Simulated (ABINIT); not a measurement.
Planning a run of ABINIT 10.8.3 on VBiO4 (Clinobisvanite). The input:

```
acell 3*1.0 Angstrom
rprim 
  3.623583094700 -5.848600000000 -0.000000000000
  3.623583094700 5.848600000000 0.000000000000
  -3.550011012700 0.000000000000 3.647394391800
ntypat 3
znucl 23 83 8
natom 12
typat 1 1 2 2 3 3 3 3 3 3 3 3
xred 
  0.870000000000 0.130000000000 0.750000000000
  0.130000000000 0.870000000000 0.250000000000
  0.366500000000 0.633500000000 0.750000000000
  0.633500000000 0.366500000000 0.250000000000
  0.938300000000 0.354700000000 0.638800000000
  0.645300000000 0.061700000000 0.861200000000
  0.061700000000 0.645300000000 0.361200000000
  0.354700000000 0.938300000000 0.138800000000
  0.811300000000 0.709900000000 0.879600000000
  0.290100000000 0.188700000000 0.620400000000
  0.188700000000 0.290100000000 0.120400000000
  0.709900000000 0.811300000000 0.379600000000
pp_dirpath "pseudos"
pseudos "V.upf, Bi.upf, O.upf"
ecut 42
ngkpt 2 2 4
nshiftk 1
shiftk 0 0 0
kptopt 1
chksymbreak 0
istwfk *1
occopt 1
irdwfk 1
optdriver 4
nband 143
gwcalctyp 0
ecutsigx 42
symsigma 1
nkptgw 4
kptgw 
  0.0000000000 0.0000000000 0.2500000000
  0.5000000000 0.0000000000 0.5000000000
  0.5000000000 0.0000000000 0.0000000000
  0.0000000000 0.0000000000 0.0000000000
bdgw 
  59 62
  59 62
  59 62
  59 62
ecuteps 3.3
irdscr 1
ppmodel 1
indata_prefix "in"
outdata_prefix "out"
tmpdata_prefix "tmp"
```

```sh
OMP_NUM_THREADS=1 mpirun -n 4 abinit run.abi > log
```

Question: Estimate wall time and host memory on 4 MPI ranks of Arm Neoverse V1, shared host.

It took 43 s; on shared hardware allow 21 s to 85 s. Peak host memory was 4 GiB.

[Paths, hosts, dates, memory and timing lines, banners, echoed tables and standing remarks are left out of the program output.]

[Logs are printed without paths, hosts, clocks, repeated set-up lines and the standing remarks that a program may print on its own settings, such as how far it seeks lower states.]

[Runs of the session that timed out or met a known fault of the program may be left out.]

[Hosts, paths, dates, database ids (printed as entryN), source tags and the programs' standing remarks are cut or masked in the printed files.]

[G0W0 gaps are taken among the corrected bands and points alone; a level outside them can change the order at an edge.]

[Where Ansatz stands beside ABINIT at settings called matched, ABINIT's density can come from a denser mesh and the files from another edition; pairs whose starting gaps differed by over 0.03 eV were left out, so agreement reads better than it is.]
